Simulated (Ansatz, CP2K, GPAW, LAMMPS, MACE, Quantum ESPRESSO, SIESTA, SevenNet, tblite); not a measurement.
# SIESTA on amorphous Ge (61 atoms): settings against a plane-wave reference

Aim: run amorphous Ge (61 atoms) in SIESTA and see how near its forces come to a plane-wave reference, and at what cost.

Calculated with SIESTA 5.4.2; the method is named at each step.

## (1) The starting structure

The cell holds 61 atoms: 61 Ge. Its edges and angles: a = 11.099 Å, b = 11.099 Å, c = 11.099 Å, α = 90.0°, β = 90.0°, γ = 90.0°. 61 atoms (61 Ge) placed at random at 5.38 g/cm³, melted at 3500 K for 10 ps at fixed volume with the Tersoff potential (Tersoff, Phys. Rev. B 39, 5566 (1989)). Quenched from 3500 K to 100 K at 5 K/ps and fixed volume, held 5 ps, then minimised at fixed cell.

The yardstick, on the same geometry:

```
method                 : Kohn-Sham DFT, PBE, SSSP efficiency 1.3.0 pseudopotentials, plane waves (Quantum ESPRESSO 7.5); sssp-pbe-1.3.0-efficiency, cutoffs 45/360 Ry, Γ point
r.m.s. force component : 0.2246 eV/Å
longest force          : 0.8539 eV/Å
pressure               : 5.213 GPa
time                   : 2.5 min on 4 MPI ranks of Arm Neoverse V2, shared host
CPU time               : 10 min
```

## (2) PBE, TZP, shift 0.01 Ry, mesh 300 Ry

Method: Kohn-Sham DFT, PBE, PseudoDojo 0.4.1 norm-conserving pseudopotentials (converted to PSML), numerical atomic orbitals (TZP), diagonalisation.

The .psml files are PseudoDojo norm-conserving potentials that we converted to this format, checked against plane waves on the same files for H, C, O, Si, Ge and Ca alone.

File input.fdf:

```
SystemLabel cell
NumberOfAtoms 61
NumberOfSpecies 1
%block ChemicalSpeciesLabel
  1 32 Ge
%endblock ChemicalSpeciesLabel
LatticeConstant 1.0 Ang
%block LatticeVectors
  11.09880 0.00000 0.00000
  0.00000 11.09880 0.00000
  0.00000 0.00000 11.09880
%endblock LatticeVectors
PAO.BasisSize TZP
PAO.EnergyShift 0.01 Ry
XC.Functional GGA
XC.Authors PBE
MeshCutoff 300 Ry
%block kgrid_Monkhorst_Pack
  1 0 0 0.0
  0 1 0 0.0
  0 0 1 0.0
%endblock kgrid_Monkhorst_Pack
SolutionMethod diagon
OccupationFunction FD
ElectronicTemperature 580 K
SCF.Mixer.Method Pulay
SCF.Mixer.Weight 0.05
SCF.Mixer.History 8
SCF.Mix Hamiltonian
MaxSCFIterations 300
SCF.DM.Tolerance 1e-04
SCF.H.Tolerance 1.0e-3 eV
WriteForces T
Write.HirshfeldPop T
Write.VoronoiPop T
Write.DM F
Write.H F
XML.Write F
AtomicCoordinatesFormat Fractional
%block AtomicCoordinatesAndAtomicSpecies
  0.34460 0.32374 0.87106 1
  0.84723 0.10943 0.56535 1
  0.69746 0.86081 0.35585 1
  0.32014 0.76232 0.44658 1
  0.57138 0.29699 0.89960 1
  0.20730 0.83313 0.78402 1
  0.51294 0.99647 0.67083 1
  0.94202 0.47651 0.62482 1
  0.77167 0.64577 0.99196 1
  0.04339 0.88961 0.91670 1
  0.62110 0.52926 0.37451 1
  0.14597 0.12770 0.28819 1
  0.07710 0.82200 0.12929 1
  0.09982 0.33964 0.28244 1
  0.92313 0.40623 0.40586 1
  0.27038 0.13406 0.93636 1
  0.52859 0.90725 0.98215 1
  0.32180 0.13664 0.14591 1
  0.15681 0.50896 0.64617 1
  0.58932 0.37750 0.53348 1
  0.93568 0.27210 0.99378 1
  0.29047 0.78464 0.21568 1
  0.83212 0.69457 0.65462 1
  0.78765 0.50956 0.80181 1
  0.06165 0.11170 0.88405 1
  0.82896 0.10352 0.10120 1
  0.41902 0.07877 0.49378 1
  0.29519 0.40743 0.35749 1
  0.06502 0.43689 0.08586 1
  0.87939 0.29185 0.77311 1
  0.54912 0.01389 0.32533 1
  0.24468 0.31474 0.67414 1
  0.20675 0.57888 0.44884 1
  0.72786 0.99045 0.93065 1
  0.46743 0.63784 0.76993 1
  0.95287 0.63007 0.14313 1
  0.00615 0.61483 0.36454 1
  0.66236 0.70768 0.50134 1
  0.50698 0.27575 0.13019 1
  0.48854 0.77994 0.60149 1
  0.88158 0.94817 0.41419 1
  0.75474 0.26257 0.43597 1
  0.39106 0.29146 0.51358 1
  0.37489 0.96831 0.83866 1
  0.42315 0.94882 0.16631 1
  0.25291 0.49439 0.98293 1
  0.98174 0.99873 0.22579 1
  0.05895 0.17311 0.66188 1
  0.74926 0.40414 0.01878 1
  0.39017 0.61774 0.10443 1
  0.46154 0.46484 0.23470 1
  0.54805 0.69424 0.96946 1
  0.58693 0.45621 0.73743 1
  0.67280 0.17750 0.24354 1
  0.25070 0.62128 0.80360 1
  0.84557 0.81395 0.85627 1
[... 1 atom lines left out ...]
  0.79148 0.48838 0.23707 1
  0.19292 0.06704 0.49937 1
  0.16645 0.86111 0.56840 1
  0.97495 0.77935 0.50700 1
%endblock AtomicCoordinatesAndAtomicSpecies
```

The run is started by

```console
$ OMP_NUM_THREADS=1 mpirun -np 2 siesta < input.fdf > output.txt
```

The program printed:

```text
Version         : 5.4.2
reinit: System Name:
reinit: System Label: cell
initatom: Reading input for the pseudopotentials and atomic orbitals ----------
Species number:   1 Atomic number:   32 Label: Ge
Ground state valence configuration (from tables):   4s02  4p02  4d00  4f00
---- Processing specs for species: Ge
GGA--PBE XC_GGA_X_PBE--XC_GGA_C_PBE pb
Semicore shell(s) with 10 electrons included in the valence for Ge
Semicore shell(s): 3d
Fallback to non-perturbative polarization scheme for Ge
Please see the manual if this is not desired in principle
Ge pseudopotential only contains V_ls up to l=2 -- lmxkb reset.
Using PAO.SplitTailNorm
%block ChemicalSpeciesLabel
    1   32 Ge                      # Species index, atomic number, species label
%endblock ChemicalSpeciesLabel
%block PAO.Basis                 # Define Basis set
Ge                    4                    # Species label, number of l-shells
 n=4   0   3                         # n, l, Nzeta
   5.264      3.748      4.214
   1.000      1.000      1.000
 n=4   1   3                         # n, l, Nzeta
   6.996      5.083      5.681
   1.000      1.000      1.000
 n=3   2   1                         # n, l, Nzeta
   2.782
   1.000
 n=4   2   1                         # n, l, Nzeta
   6.996
   1.000
%endblock PAO.Basis
coor:   Atomic-coordinates input format  =     Fractional
siesta: System type = bulk
initatomlists: Number of atoms, orbitals, and projectors:     61  1342  1098
siesta: ******************** Simulation parameters ****************************
Total number of electrons:   854.000000
Total ionic charge:   854.000000
 Kpoints in:            1 . Kpoints trimmed:            1
siesta: k-grid: Number of k-points = 1
siesta: k-points from Monkhorst-Pack grid
siesta: k-cutoff (effective) =     5.549 Ang
siesta: k-point supercell and displacements
siesta: k-grid:     1     0     0      0.000
siesta: k-grid:     0     1     0      0.000
siesta: k-grid:     0     0     1      0.000
                     ====================================
                        Single-point calculation
                     ====================================
outcell: Unit cell vectors (Ang):
       11.098800    0.000000    0.000000
        0.000000   11.098800    0.000000
        0.000000    0.000000   11.098800
outcell: Cell vector modules (Ang)   :   11.098800   11.098800   11.098800
outcell: Cell angles (23,13,12) (deg):     90.0000     90.0000     90.0000
outcell: Cell volume (Ang**3)        :   1367.1875
Gamma-point calculation with multiply-connected orbital pairs
Gamma-point calculation with multiply-connected orbital pairs
Folding of H and S implicitly performed
Folding of H and S implicitly performed
new_DM -- step:     1
Initializing Density Matrix...
Attempting to read DM from file... Failed...
DM filled with atomic data:
InitMesh: MESH = 120 x 120 x 120 = 1728000
InitMesh: Mesh cutoff (required, used) =   300.000   323.082 Ry
stepf: Fermi-Dirac step function
        iscf     Eharris(eV)        E_KS(eV)     FreeEng(eV)     dDmax    Ef(eV) dHmax(eV)
   scf:    1  -148159.153528  -148177.672296  -148177.870618  1.160144 -3.804196  5.075157
   scf:    2  -148179.596728  -148178.763281  -148178.958110  0.018065 -3.825171  3.623419
   scf:    3  -148179.976840  -148179.511084  -148179.701011  0.025260 -3.853538  2.073603
   scf:    4  -148180.628065  -148180.125741  -148180.325568  0.043517 -3.896454  1.331663
   scf:    5  -148180.806062  -148180.498699  -148180.699797  0.049373 -3.954185  0.797864
   scf:    6  -148180.612694  -148180.559101  -148180.761812  0.016315 -3.970623  0.606263
   scf:    7  -148180.641005  -148180.609071  -148180.811357  0.018665 -3.986809  0.180713
   scf:    8  -148180.619464  -148180.615392  -148180.817069  0.004311 -3.984958  0.114209
   scf:    9  -148180.618029  -148180.617144  -148180.818207  0.001517 -3.984085  0.066944
   scf:   10  -148180.617765  -148180.617741  -148180.819108  0.001644 -3.981247  0.038123
   scf:   11  -148180.618830  -148180.618368  -148180.819620  0.001625 -3.977082  0.024796
   scf:   12  -148180.618527  -148180.618450  -148180.819695  0.000496 -3.976012  0.019026
   scf:   13  -148180.618658  -148180.618567  -148180.819793  0.000780 -3.973809  0.008391
   scf:   14  -148180.618552  -148180.618564  -148180.819823  0.000212 -3.972730  0.005803
   scf:   15  -148180.618561  -148180.618563  -148180.819829  0.000051 -3.972601  0.004793
   scf:   16  -148180.618547  -148180.618556  -148180.819838  0.000148 -3.972369  0.002273
   scf:   17  -148180.618537  -148180.618547  -148180.819841  0.000067 -3.972351  0.000814
SCF Convergence by DM+H criterion
max |DM_out - DM_in|         :     0.0000666791
max |H_out - H_in|      (eV) :     0.0008141138
SCF cycle converged after 17 iterations
Using DM_out to compute the final energy and forces
siesta: E_KS(eV) =          -148180.6185
siesta: E_KS - E_eggbox =   -148180.6185
siesta: Atomic forces (eV/Ang):
     1    0.291323    0.425567    0.088617
     2    0.135817   -0.501416    0.431424
     3   -0.300421   -0.250960   -0.736564
     4    0.518951    0.230599   -0.297593
     5    0.003928   -0.579288   -0.006672
     6    0.289203   -0.087280   -0.220235
     7    0.295834   -0.002689   -0.040001
     8   -0.245991   -0.021696   -0.437364
     9    0.138381    0.009110    0.159350
    10   -0.179398   -0.144899    0.189107
    11   -0.138864    0.598682    0.157804
    12    0.153669   -0.134222    0.039859
[...]
57   -0.286096   -0.024579   -0.006980
    58   -0.175297    0.044855   -0.136135
    59   -0.080528   -0.163494   -0.246023
    60   -0.247612    0.315437   -0.082963
    61    0.106566    0.075494    0.177908
----------------------------------------
   Tot    0.009422    0.001837    0.000552
----------------------------------------
   Max    0.851273
   Res    0.277227    sqrt( Sum f_i^2 / 3N )
----------------------------------------
   Max    0.851273    constrained
Stress tensor Voigt[x,y,z,yz,xz,xy] (kbar):      -67.02      -81.19      -62.66        9.99       -3.44        4.09
(Free)E + p*V (eV/cell)  -148120.8400
Target enthalpy (eV/cell)  -148180.8198
siesta: Program's energy decomposition (eV):
siesta: Ebs     =    -19550.719957
siesta: Eions   =    148294.852537
siesta: Ena     =      2875.489068
siesta: Ekin    =    111413.386062
siesta: Enl     =    -78200.965891
siesta: DEna    =       267.520027
siesta: DUscf   =         9.289208
siesta: Ex      =    -34338.220645
siesta: Ec      =     -1912.263839
siesta: Exc     =    -36250.484485
siesta: Eharris =   -148180.618537
siesta: Etot    =   -148180.618547
siesta: FreeEng =   -148180.819841
siesta: Final energy (eV):
siesta:  Band Struct. =  -19550.719957
siesta:       Kinetic =  111413.386062
siesta:       Hartree =   46745.202460
siesta:         Exch. =  -34338.220645
siesta:         Corr. =   -1912.263839
siesta:   Exch.-corr. =  -36250.484485
siesta:  Ion-electron = -200257.367673
siesta:       Ion-ion =  -69831.354912
siesta:         Total = -148180.618547
siesta:         Fermi =      -3.972351
siesta: Stress tensor (static) (eV/Ang**3):
siesta:    -0.041833    0.002552   -0.002144
siesta:     0.002552   -0.050672    0.006234
siesta:    -0.002144    0.006234   -0.039107
siesta: Cell volume =       1367.187492 Ang**3
siesta: Pressure (static):
siesta:                Solid            Molecule  Units
siesta:           0.00047782          0.00043184  Ry/Bohr**3
siesta:           0.04387096          0.03964942  eV/Ang**3
siesta:          70.28902128         63.52537437  kBar
    Orbital volume contribution        =          61.184097 eV
    (Free)E + p_basis*V_orbitals       =     -148119.635743 eV
    (Free)Eharris+ p_basis*V_orbitals  =     -148119.635733 eV
Hirshfeld Atomic Populations:
Atom #   charge [q] valence [e]  Species
     1    -0.009213   14.009213  Ge
     2     0.015666   13.984334  Ge
     3    -0.013725   14.013725  Ge
     4    -0.000960   14.000960  Ge
     5    -0.007639   14.007639  Ge
     6     0.004343   13.995657  Ge
     7     0.006565   13.993435  Ge
     8     0.019316   13.980684  Ge
     9     0.000107   13.999893  Ge
    10     0.003578   13.996422  Ge
    11    -0.003372   14.003372  Ge
    12     0.006430   13.993570  Ge
[...]
--------------------
 Total     0.000074
Voronoi Atomic Populations:
Atom #   charge [q] valence [e]  Species
[...]
57     0.013566   13.986434  Ge
    58     0.025967   13.974033  Ge
    59     0.038080   13.961920  Ge
    60     0.004662   13.995338  Ge
    61    -0.020421   14.020421  Ge
--------------------
 Total     0.000075
```

It took 3.3 min on 2 MPI ranks of Arm Neoverse V2, shared host; peak memory 1.8 GiB.

Banners, paths, timers and routine set-up lines are dropped from the logs unmarked, and long logs keep their key lines alone; longer cuts are marked.

Numbers from this run, and their distance from the reference:

```yaml
r_m_s_force_component: 0.2772 eV/Å
r_m_s_difference_of_force_components: 92 meV/Å
longest_difference_of_force_vectors: 387.7 meV/Å
force_difference_over_r_m_s_force: 40.97 %
slope_of_forces_against_the_reference_s: 1.178
correlation_of_force_components: 0.9543
pressure: 7.029 GPa
pressure_difference: 1.816 GPa
```

This run lies far from the reference in forces at the same functional.

The surroundings of Ge49, which bears the longest force, nearest first, numbered as they follow in the input and with coordinates relative to it.

| atom | x | y | z | distance (Å) | bonds | Hirshfeld charge (e) | Fx | Fy | Fz (eV/Å) |
| --- | --- | --- | --- | --- | --- | --- | --- | --- | --- |
| Ge49 | 0.00 | 0.00 | 0.00 | 0.00 | 5 | 0.03 | -0.85 | -0.39 | 0.64 |
| Ge21 | 2.07 | -1.47 | -0.28 | 2.55 | 5 | 0.00 | 0.45 | -0.25 | 0.17 |
| Ge58 | 0.47 | 0.93 | 2.42 | 2.64 | 4 | 0.02 | -0.18 | 0.04 | -0.14 |
| Ge5 | -1.97 | -1.19 | -1.32 | 2.66 | 5 | -0.01 | 0.00 | -0.58 | -0.01 |
| Ge9 | 0.25 | 2.68 | -0.30 | 2.71 | 5 | 0.00 | 0.14 | 0.01 | 0.16 |
| Ge24 | 0.43 | 1.17 | -2.41 | 2.71 | 6 | -0.02 | 0.28 | 0.68 | 0.10 |
| Ge39 | -2.69 | -1.42 | 1.24 | 3.28 | 4 | 0.03 | 0.23 | -0.10 | -0.21 |
| Ge30 | 1.44 | -1.25 | -2.73 | 3.33 | 5 | 0.04 | -0.23 | 0.21 | -0.41 |
| Ge26 | 0.88 | -3.34 | 0.91 | 3.57 | 4 | 0.02 | 0.02 | -0.13 | 0.08 |
| Ge29 | 3.50 | 0.36 | 0.74 | 3.60 | 4 | 0.02 | -0.19 | 0.20 | -0.02 |
| Ge54 | -0.85 | -2.52 | 2.49 | 3.64 | 4 | -0.01 | -0.05 | 0.49 | -0.20 |
| Ge36 | 2.26 | 2.51 | 1.38 | 3.65 | 5 | 0.00 | 0.04 | 0.11 | -0.17 |
| Ge53 | -1.80 | 0.58 | -3.12 | 3.65 | 4 | 0.00 | -0.12 | 0.10 | -0.12 |

Forces lie 41 % from the reference's, at 0.66 times its CPU time (on 2 against 4 cores).

## (3) Outcome

```yaml
force_difference_from_the_reference: SIESTA PBE, TZP, shift 0.01 Ry, mesh 300 Ry, 41 %
its_cpu_time: 6.6 min
```

In words: The PBE run in local orbitals differs by 41 % (SIESTA PBE, TZP, shift 0.01 Ry, mesh 300 Ry); basis, grid and potentials can all enter, and differences of this size make the forces unusable. In pressure, SIESTA PBE, TZP, shift 0.01 Ry, mesh 300 Ry misses by +1.8 GPa, at the same functional. The reference's pressure holds the uncorrected Pulay stress of its 45 Ry basis, so small pressure differences, and their order, may be the reference's own error. The quench rate of 5 K/ps is many orders above laboratory rates, so the cell is likely richer in defects and strain than a real sample. The network of bonds at the start is that of the classical potential that made the cell, and needn't be the one that DFT or experiment would give. The reference's pressure of 5.2 GPa belongs to a cell and atoms that aren't relaxed at this level. The electronic-structure runs sample only Γ, in a cell whose shortest periodic width is 11 Å, which is coarse for a cell with partly filled levels.

[Also dropped from logs without a mark: logging warnings of Python, and SIESTA's first energy breakdown and zero terms.]

[Logs are printed without paths, hosts, clocks, repeated set-up lines and the standing remarks that a program may print on its own settings, such as how far it seeks lower states.]

[Hosts, paths, dates, database ids (printed as entryN), source tags and the programs' standing remarks are cut or masked in the printed files.]
